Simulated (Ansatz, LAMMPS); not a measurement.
**Amorphous polythiophene with methane (capped chains of 7 units) at 340 K (258 atoms): a single point**

What does DFT give for amorphous polythiophene with methane (capped chains of 7 units) at 340 K (258 atoms) as built?

Calculated with Ansatz 0.2.0; Kohn-Sham DFT, r2SCAN+D4, PAW (set soft_2), plane waves.

**1. The structure**

The cell holds 258 atoms: 126 C, 28 S and 104 H. Cell: a = 15.165 Å, b = 15.165 Å, c = 15.165 Å, α = 90.0°, β = 90.0°, γ = 90.0°. 4 polythiophene chains of 7 units with methyl end groups, 6 methane placed at random, at 1.2 g/cm³; overlaps pushed apart, then 20 ps at 800 K with MMFF94 bonds, angles, torsions, charges and radii (Halgren, J. Comput. Chem. 17, 490 (1996)) in harmonic and 12-6 forms. Snapshot after 30 ps at 340 K and fixed volume.

Before any run, some limits are plain. The network of contacts between molecules at the start is that of the classical potential that made the cell, and needn't be the one that DFT or experiment would give. The density was typed from a rule of thumb and may lie off the real one at this temperature. Sampling is at Γ alone, for a cell whose shortest periodic width is 15 Å.

**2. How the cell was made**

A classical potential makes the cell, at a small fraction of what the same run would cost in DFT.

This step: classical MD, MMFF94 bonds, angles, torsions, charges and radii (Halgren, J. Comput. Chem. 17, 490 (1996)) in harmonic and 12-6 forms; charges of ions scaled by 0.8 (LAMMPS 22 Jul 2025 - Update 4).

in.lmp reads:

```
# amorphous polythiophene with methane
units real
atom_style full
boundary p p p
bond_style harmonic
angle_style harmonic
dihedral_style opls
improper_style harmonic
special_bonds lj 0 0 0.5 coul 0 0 0.75
read_data data.lmp
neigh_modify delay 0 every 1 check yes one 4000
comm_modify cutoff 12.0
timestep 0.5
thermo_style custom step time temp pe press density
thermo_modify norm yes
# push overlapping molecules apart
pair_style soft 2.6
pair_coeff * * 0.0
variable a equal ramp(1,60)
fix ad all adapt 1 pair soft a * * v_a
velocity all create 800 752839 mom yes dist gaussian
fix lim all nve/limit 0.03
fix lan all langevin 800 800 50 752840 zero yes
thermo 1000
run 3000 post no
unfix ad
pair_style lj/cut/coul/long 9.0
pair_modify mix arithmetic tail yes
pair_coeff 1 1 0.0678 3.3680   # C
pair_coeff 2 2 0.0678 3.5860   # C
pair_coeff 3 3 0.2681 3.7370   # S
pair_coeff 4 4 0.0216 2.5400   # H
kspace_style pppm 1.0e-4
thermo 100
# [... 16 lines left out ...]
compute msd all msd com yes
thermo 7500
fix md all nvt temp 340 340 100
run 30000 post no
print "== T340: mean square displacement over the hold $(c_msd[4]:%.2f) A^2"
unfix md
uncompute msd
write_dump all custom T340.dump id type xs ys zs modify sort id
```

Started as:

```
> lmp -in in.lmp -log none -nocite
```

Output:

```text
LAMMPS (22 Jul 2025 - Update 4)
Reading data file ...
  orthogonal box = (0 0 0) to (15.16451 15.16451 15.16451)
  258 atoms
  orthogonal box = (0 0 0) to (15.16451 15.16451 15.16451)
  276 bonds
  448 angles
  544 dihedrals
  112 impropers
   Step          Time           Temp          PotEng         Press         Density
         0   0              800            0.77916663    -2599.7303      1.1980003
      1000   500            750.48055      2.9551034      10399.379      1.1980003
      2000   1000           655.72413      2.3346344      3941.5706      1.1980003
      3000   1500           606.33085      2.1952321      5715.285       1.1980003
Loop time of 0.527348 s on 1 MPI rank(s) for 3000 steps with 258 atoms
PPPM initialization ...
  G vector (1/distance) = 0.23721242
  grid = 5 5 5
  estimated relative force accuracy = 3.326323e-05
   Step          Time           Temp          PotEng         Press         Density
      3000   1500           606.33085      6.4103028      110517.52      1.1980003
      3100   1550           606.33085      0.17488622     10069.445      1.1980003
      3200   1600           606.33085      0.06559493     8566.1796      1.1980003
      3300   1650           606.33085      0.041894236    7151.5662      1.1980003
Loop time of 0.562469 s on 1 MPI rank(s) for 300 steps with 258 atoms
[... 2 lines left out ...]
  Energy initial, next-to-last, final =
      6.41030276758101 0.0420184147775432 0.0418942359523402
  Force two-norm initial, final = 1853.869 7.184625
  Iterations, force evaluations = 300 595
   Step          Time           Temp          PotEng         Press         Density
         0   0              800            0.041894236    9096.369       1.1980003
      1000   500            660.48476      1.9114336      3397.319       1.1980003
      2000   1000           708.55969      1.8277213      12358.961      1.1980003
Loop time of 1.41187 s on 1 MPI rank(s) for 2000 steps with 258 atoms
   Step          Time           Temp          PotEng         Press         Density
      2000   1000           708.55969      1.8277213      12358.961      1.1980003
[... 5 lines left out ...]
Loop time of 15.3145 s on 1 MPI rank(s) for 20000 steps with 258 atoms
   Step          Time           Temp          PotEng         Press         Density
[... 4 lines left out ...]
Loop time of 15.1447 s on 1 MPI rank(s) for 20000 steps with 258 atoms
   Step          Time           Temp          PotEng         Press         Density
[... 2 lines left out ...]
     52500   51500          313.37479      0.92952311     6182.3572      1.1980003
     60000   59000          342.9924       0.88491602     2194.4904      1.1980003
     67500   66500          368.21544      0.91368735     2276.8364      1.1980003
     72000   71000          358.78976      0.90372838    -51.223762      1.1980003
Loop time of 22.0852 s on 1 MPI rank(s) for 30000 steps with 258 atoms
== T340: mean square displacement over the hold 5.37 A^2
```

Elapsed: 55 s, on 1 thread of Arm Neoverse V2, shared host; peak memory 0.13 GiB.

The input also reads data.lmp (atoms, bonds and types; not printed here).

**3. Plane-wave single point**

One self-consistent run at the given positions yields energy and forces.

input.yaml reads:

```yaml
crystal:
  lattice:
    - [15.16451, 0.0, 0.0]
    - [0.0, 15.16451, 0.0]
    - [0.0, 0.0, 15.16451]
  atoms:
    - { symbol: C, position: [0.8069, 0.67522, 0.72218] }
    - { symbol: C, position: [0.75636, 0.60133, 0.76354] }
    - { symbol: C, position: [0.6664, 0.6069, 0.78795] }
    - { symbol: C, position: [0.64255, 0.52873, 0.83139] }
    - { symbol: C, position: [0.71067, 0.46841, 0.84394] }
    - { symbol: S, position: [0.8047, 0.50855, 0.80183] }
    - { symbol: C, position: [0.7051, 0.38936, 0.89848] }
    - { symbol: C, position: [0.63084, 0.34109, 0.91977] }
    - { symbol: C, position: [0.64253, 0.27849, 0.98949] }
    - { symbol: C, position: [0.72952, 0.27538, 0.01197] }
    - { symbol: S, position: [0.79564, 0.33318, 0.94515] }
    - { symbol: C, position: [0.76518, 0.23382, 0.08333] }
    - { symbol: C, position: [0.75147, 0.14588, 0.1065] }
    - { symbol: C, position: [0.79862, 0.12306, 0.18702] }
    - { symbol: C, position: [0.84784, 0.1926, 0.21606] }
    - { symbol: S, position: [0.82824, 0.28972, 0.16085] }
    - { symbol: C, position: [0.89454, 0.19601, 0.29849] }
    - { symbol: C, position: [0.91985, 0.12232, 0.34967] }
    - { symbol: C, position: [0.97936, 0.14022, 0.41536] }
    - { symbol: C, position: [0.00896, 0.22716, 0.40906] }
    - { symbol: S, position: [0.94948, 0.2885, 0.3368] }
    - { symbol: C, position: [0.09007, 0.25783, 0.44763] }
    - { symbol: C, position: [0.15305, 0.20341, 0.48675] }
    - { symbol: C, position: [0.23026, 0.24655, 0.51236] }
    - { symbol: C, position: [0.22588, 0.33547, 0.48425] }
    - { symbol: S, position: [0.12532, 0.36181, 0.44482] }
    - { symbol: C, position: [0.29426, 0.40048, 0.49293] }
    - { symbol: C, position: [0.28834, 0.48646, 0.5163] }
    - { symbol: C, position: [0.37122, 0.52038, 0.51851] }
    - { symbol: C, position: [0.44058, 0.45889, 0.50966] }
    - { symbol: S, position: [0.3995, 0.35839, 0.49017] }
    - { symbol: C, position: [0.53688, 0.474, 0.52358] }
    [... 220 atom lines left out ...]
    - { symbol: H, position: [0.94961, 0.34684, 0.71838] }
    - { symbol: C, position: [0.6833, 0.12549, 0.8009] }
    - { symbol: H, position: [0.73434, 0.1331, 0.85025] }
    - { symbol: H, position: [0.68127, 0.05641, 0.79017] }
    - { symbol: H, position: [0.704, 0.15756, 0.74086] }
    - { symbol: H, position: [0.62481, 0.16567, 0.81776] }
kpoints:
  mp_grid: { grid: [1, 1, 1] }
hamiltonian:
  xc: r2scan
  dispersion: d4
scf:
  occupations: { method: fermi_dirac, width: 0.025 }
output:
  forces: true
  stress: true
  populations: intrinsic
  dos:
    method: { smearing: { sigma: 0.08 } }
    de: 0.1
    projected: { site_lists: { C: [C], H: [H], S: [S] } }
  eigenvalues: true
  write_density: true
  write_potential: true
  volumetric_format: npy
```

Started as:

```
> ansatz run input.yaml --threads 8 --pin off --max-ram 15872MiB --backend cpu --events-out ev --progress --plain --runs-dir out
```

Output:

```text
Engine: ansatz 0.2.0, aarch64-unknown-linux-gnu
Pseudopotentials: kind: paw
Pseudopotential: C, paw, valence charge 4, recommended cutoff 500 eV (meta_gga), C.paw.azcp
Pseudopotential: S, paw, valence charge 6, recommended cutoff 500 eV (meta_gga), S.paw.azcp
Pseudopotential: H, paw, valence charge 1, recommended cutoff 500 eV (meta_gga), H.paw.azcp
[... 6 lines on functional and potentials left out ...]
Crystal: 258 atoms, lattice volume = 3487.267 Å³
Basis set: ecut = 500 eV, 88423 PW (Γ), exchange–correlation on 480×480×480 points (64 copies of the dense FFT grid, shifted against one another)
Bands: 646, of which v1, the nominal top of the filled ones, is band 388 counted from 1 (387 counted from 0)
Symmetry: 1 space group operations
Space group: P1 (ITA 1), of the structure as read, at distance tolerance 1.5e-4 Å
k-points: 1
[... 9 lines on functional and potentials left out ...]
Initial density: superposition of atomic densities (neutral atoms: chi_scale 0, normalization atom), corrected by the library's trained network
Initial wavefunctions: pseudopotential atomic-orbital guess
Functional: x = r2scan, c = r2scan; τ floored in thin density (d = 2e-4 eV/Å³)
SCF iter   1: F=—  HF=-58721.139687 eV  |F-HF|=—  |Δ(HF+E_count)|=         —  Δρ=7.23e-3  dr2=2.39e0  dr2_τ=2.75e1  ethr=1.77e-3  ⟨swp⟩=6.0  Hψ=3036  notcnv=0  defer=118
preconditioner: auto → Resta (q_TF=auto, 2.124 Å⁻¹)  ε∞=2.4  [insulator: Δε(μ)=1.502 eV  Ē_g=14.561 eV  σ=0.025 eV  W_gap=1.00  n_scr=586 (ndim 8)  ℏωp=17.5 eV  f_vac=0.225  D(μ)=0.00/eV (n_scr^D=0)  ε∞_Penn≈2.4]
SCF iter   2: F=—  HF=-58719.837604 eV  |F-HF|=—  |Δ(HF+E_count)|=    1.30e0  Δρ=4.37e-3  dr2=4.22e-1  dr2_τ=2.78e-2  ethr=3.07e-4  ⟨swp⟩=2.0  Hψ=1124  notcnv=0  defer=250
SCF iter   3: F=—  HF=-58719.809366 eV  |F-HF|=—  |Δ(HF+E_count)|=   2.82e-2  Δρ=1.36e-3  dr2=7.35e-2  dr2_τ=7.52e-3  ethr=5.43e-5  ⟨swp⟩=3.0  Hψ=792  notcnv=0  defer=250
SCF iter   4: F=—  HF=-58719.820616 eV  |F-HF|=—  |Δ(HF+E_count)|=   1.13e-2  Δρ=4.27e-4  dr2=1.42e-2  dr2_τ=1.21e-3  ethr=9.48e-6  ⟨swp⟩=2.0  Hψ=689  notcnv=0  defer=250
SCF iter   5: F=—  HF=-58719.822792 eV  |F-HF|=—  |Δ(HF+E_count)|=   2.18e-3  Δρ=1.82e-4  dr2=2.19e-3  dr2_τ=1.19e-4  ethr=1.83e-6  ⟨swp⟩=2.0  Hψ=744  notcnv=0  defer=250
SCF iter   6: F=—  HF=-58719.824713 eV  |F-HF|=—  |Δ(HF+E_count)|=   1.92e-3  Δρ=8.07e-5  dr2=4.44e-4  dr2_τ=3.20e-5  ethr=2.82e-7  ⟨swp⟩=2.0  Hψ=754  notcnv=0  defer=250
SCF iter   7: F=—  HF=-58719.825087 eV  |F-HF|=—  |Δ(HF+E_count)|=   3.73e-4  Δρ=2.75e-5  dr2=5.20e-5  dr2_τ=4.29e-6  ethr=5.72e-8  ⟨swp⟩=2.0  Hψ=779  notcnv=0  defer=250
SCF iter   8: F=—  HF=-58719.825411 eV  |F-HF|=—  |Δ(HF+E_count)|=   3.24e-4  Δρ=1.05e-5  dr2=7.59e-6  dr2_τ=5.65e-7  ethr=6.70e-9  ⟨swp⟩=2.0  Hψ=946  notcnv=0  defer=250
SCF iter   9: F=—  HF=-58719.825425 eV  |F-HF|=—  |Δ(HF+E_count)|=   1.43e-5  Δρ=4.45e-6  dr2=1.45e-6  dr2_τ=1.11e-7  ethr=9.78e-10  ⟨swp⟩=2.0  Hψ=759  notcnv=0  defer=250
SCF iter  10: F=—  HF=-58719.825428 eV  |F-HF|=—  |Δ(HF+E_count)|=   2.76e-6  Δρ=1.62e-6  dr2=1.87e-7  dr2_τ=1.40e-8  ethr=1.87e-10  ⟨swp⟩=2.0  Hψ=706  notcnv=0  defer=250
SCF iter  11: F=-58719.825428 eV  HF=-58719.825428 eV  |F-HF|=7.99e-8  |Δ(HF+E_count)|=   5.37e-7  Δρ=7.97e-7  dr2=4.48e-8  dr2_τ=3.26e-9  ethr=1.29e-11  ⟨swp⟩=21.0  Hψ=6391  notcnv=0
SCF 1 converged in 11 iterations: F = -58719.825428 eV  dr2 = 4.48e-8
  greatest PAW one-centre occupation: 0.886 electrons in one spin orbital (limit 2), on the S atom at site 201 (counted from 0), in its partial waves of l = 0
WARN: The input density's exchange-correlation potential varies sharply where the density is thin. Do not read a vacuum level from v_tot or v_xc, or from such a field of the output density. On a cell that repeats whose density bears no net charge and no dipole along the vacuum's axis use v_es (v_loc + v_h of the components); [...]
SCF converged after 11 iterations
Free energy (F): -58719.825428 eV
Harris-Foulkes:  -58719.825428 eV  (|F-HF|=7.99e-8)
Internal energy: -58719.825428 eV  (E = F + TS)
E sigma→0 (E₀):  -58719.825428 eV
Fermi energy:    2.020194 eV
--- Per-component energies (eV) ---
  E_band       = -5583.208135
  E_kinetic    = 15851.037563
  E_local      = -50345.470970  (includes V_loc(G=0)·N_el)
  E_nonlocal   = 4372.836715
  E_hartree    = 18565.786942
  E_xc         = -9431.009805
  E_vxc        = -12207.730857  (∫ρ·V_xc dr)
  E_paw        = -29836.551810  (= ΣΔE_a)
  E_vpaw       = -1071.318191  (= ΣTr[D̂ρ^β])
  E_aug_tail   = -0.050725  (compensation charges beyond the density's cutoff)
  E_vtau       = 685.924007  (kinetic-family band-sum trace: ∫τ·v_τ [+ j·A + Jᵃ·Aᵃ] dr)
  E_ewald      = -7881.397215
  E_disp       = -8.811163  (pairwise vdW)
  E_core_change = -6.194960  (= ΣΔE_core)
  E_smearing   = -0.000000  (= −TS)
  E_closure    = -0.000000  (closes the sum)
  Σ components = -58719.825428   (vs F -58719.825428, Δ=0.00e0)
--- Forces (eV/Å), atoms counted from 1 ---
  atom   1  C     -1.57608814    -0.28737070    -1.28972201
  atom   2  C     -1.22023325     2.02539089     0.15207211
  atom   3  C      1.55783122    -1.28567882    -0.17476191
  atom   4  C     -0.20015331     0.20675728     0.23554015
  atom   5  C     -1.43037100    -0.71634402     1.12890259
  atom   6  S      0.94002824     0.05405917    -0.41243025
  atom   7  C      0.14171209    -0.74881394    -1.03597411
  atom   8  C     -0.96581346     0.27592493     1.13280109
  atom   9  C      0.79472781     1.48346371    -1.74956117
  atom  10  C     -1.25014307    -0.01323816    -1.02686662
  atom  11  S      0.46090887     2.19660787    -0.74535451
  atom  12  C      0.50067413    -2.64639320     2.19844007
  atom  13  C      0.41287201    -0.17297553     0.89309523
  atom  14  C     -1.13834576    -0.63050020    -1.71950569
[...]
atom 257  H      0.55506258    -0.04729490    -0.34431274
  atom 258  H      0.11594957    -1.16256892     0.31858678
  max |Σ_I F_I| component: 1.98e-4 eV/Å
--- Stress (GPa, compression-positive) ---
        1.096262       0.628727       0.245978
        0.628727       0.356940       0.363715
        0.245978       0.363715       0.745902
  P = ⅓ Tr σ = 0.7330 GPa (7.330 kbar)
--- Band table (eV) ---
  k-point 0: bands = ["-18.5490", "-18.5357", "-18.5335", "-18.3456", [... 630 levels ...], "10.3842", "10.4333", "10.4503", "10.4667", "10.4753", "10.5112", "10.5170", "10.5287", "10.5631", "10.5877", "10.6030", "10.6130"]
--- intrinsic populations: 258 sites ---
  site symbol       q [e]
     0      C      4.5485
     1      C      4.1764
     2      C      4.2124
[...]
257      H      0.8108
  spilling = 0.000000 (of n_electrons = 776.000000)
```

Elapsed: 2 min, on 8 threads of Arm Neoverse V2, shared host; peak memory 11 GiB; 15 min of CPU time.

The program notes that the exchange-correlation potential is rough where the density is thin.

Read from the output:

| Item | Value |
| --- | --- |
| free energy | -58719.8254 eV |
| free energy per atom | -227.5962 eV/atom |
| SCF cycles | 11 |
| pressure | 0.733 GPa |
| r.m.s. force component | 1.027 eV/Å |
| longest force | 6.969 eV/Å |
| Fermi energy | 2.02 eV |
| gap (highest filled to lowest empty level) | 1.436 eV |

Neighbours are counted within 1.85 Å (C-C), 1.34 Å (C-H), 2.17 Å (C-S).

Length of the force by element and coordination:

```csv
element,coordination,atoms,mean length of the force (eV/Å),spread,least,most
C,all,126,1.92,1.02,0.372,6.97
C,3,112,1.91,0.939,0.372,6.01
C,4,14,1.97,1.51,0.447,6.97
H,all,104,1.04,0.804,0.0828,6.37
S,all,28,1.11,0.479,0.444,2.37
```

Intrinsic-atomic-orbital charges by element and coordination:

```
element  coordination  atoms  mean charge (e)  spread   least    most
      C           all    126           -0.233   0.144  -0.764  -0.120
      C             3    112           -0.184   0.033  -0.238  -0.120
      C             4     14           -0.621  0.0999  -0.764  -0.509
      H           all    104            0.188  0.0118   0.162   0.229
      S           all     28            0.351  0.0393   0.289   0.430
```

States in the cell by windows of 1 eV, zero at the Fermi level; the larger projections on atomic orbitals stand beside the total:

| from (eV) | to (eV) | total | C p | S p | H s |
| --- | --- | --- | --- | --- | --- |
| -10 | -9 | 44.8 | 23.8 | 5.6 | 6.4 |
| -9 | -8 | 20.5 | 13.7 | 1.7 | 2.9 |
| -8 | -7 | 71.4 | 48.8 | 7.1 | 11.3 |
| -7 | -6 | 108.4 | 75.2 | 10.7 | 17.8 |
| -6 | -5 | 106.9 | 60.9 | 27.0 | 15.0 |
| -5 | -4 | 31.6 | 13.3 | 14.1 | 1.8 |
| -4 | -3 | 35.5 | 23.9 | 10.9 | 0.3 |
| -3 | -2 | 47.1 | 25.8 | 20.5 | 0.3 |
| -2 | -1 | 16.9 | 15.3 | 1.1 | 0.3 |
| -1 | 0 | 7.0 | 6.7 | 0.2 | 0.1 |
| 0 | 1 | 6.1 | 4.4 | 1.3 | 0.1 |
| 1 | 2 | 19.7 | 14.1 | 3.7 | 0.4 |
| 2 | 3 | 41.6 | 20.2 | 10.2 | 2.0 |
| 3 | 4 | 67.1 | 27.6 | 10.6 | 6.9 |
| 4 | 5 | 80.0 | 27.6 | 7.9 | 9.6 |

The curve was stored every 0.10 eV, coarse against its broadening of 0.08 eV, so these counts are rough.

Between -21 and -10 eV lie 286 more states.

The levels nearest the highest filled one (over half full), pooled over k-points and spins:

```
level less the highest filled one (eV)  occupation
                                -0.478           2
                                -0.463           2
                                -0.300           2
                                -0.129           2
                               -0.0838           2
                                     0           2
                                  1.44           0
                                  1.48           0
                                  1.53           0
                                  1.78           0
                                  1.84           0
                                  1.98           0
```

Electrostatic potential energy in the ab plane at fractional z = 0.259, with atoms of C and S and H within 0.2 Å of it. With pseudopotentials it is smooth inside the atoms' cores, unlike the true potential.

Values in eV, 13 rows by 16 columns, each cell a mean:
```
 -6   4   5   6   5   4   5   6   6   5   5   5   5   5   4 -13
-23 -11 -22  -2   5   5   6   6   6   5   3   4   5   5   4 -13
-28 -12 -24  -3   3  -1   5   6   6   4 -17 -15  -3   5   5  -3
-24 -20 -28 -14 -12 -19   1   5   5   4 -15  -4   1   5   0 -17
 -4 -20   0 -12 -11  -4 -10   3   5   5   3   5   6   5   5   4
  3   2   3 -19 -22 -15  -8   4   4   5   5   6   6   5   4   5
  5   5   5   2   0  -1 -23  -8  -3   5   6   5   5   5   5   5
  5   6   6   6   3 -23 -22  -3  -7   4   6   5   5   5   5   5
  5   5   3   6   5 -12 -15 -32  -4   5   6   6   5   4   3   3
  5   3 -12  -4   5   5   2 -25 -14   4   6   6   5   1  -2   2
  6   5  -5  -4   5   6   4  -4 -19  -6   6   6   5  -9 -14   3
  6   6   5   5   6   6   6   4 -21 -19   4   6   3   3   4   5
  5   6   6   6   6   5   6   6   3  -2   3   5   3   3   5   5
```
Columns run along a (15.2 Å; values clipped at the 3rd and 97th percentile), rows up along b (15.2 Å). Atoms in or near the plane, at fractional coordinates: C at (0.98, 0.91), C at (0.03, 0.83), C at (0.00, 0.75), C at (0.07, 0.69), S at (0.14, 0.84), C at (0.46, 0.33), S at (0.36, 0.39), C at (0.48, 0.24), C at (0.55, 0.11), H at (0.94, 0.72), H at (0.06, 0.62), H at (0.64, 0.71), H at (0.74, 0.77).

(Part 1 of 2 ends here.)

[Logs are printed without paths, hosts, clocks, repeated set-up lines and the standing remarks that a program may print on its own settings, such as how far it seeks lower states.]

[Hosts, paths, dates, database ids (printed as entryN), source tags and the programs' standing remarks are cut or masked in the printed files.]

[The MMFF94 radii named for the starting cell were scaled by 0.96; in molecules described by MMFF94, hydrogen bound to N, O or S took a small fixed 12-6 site in their place.]
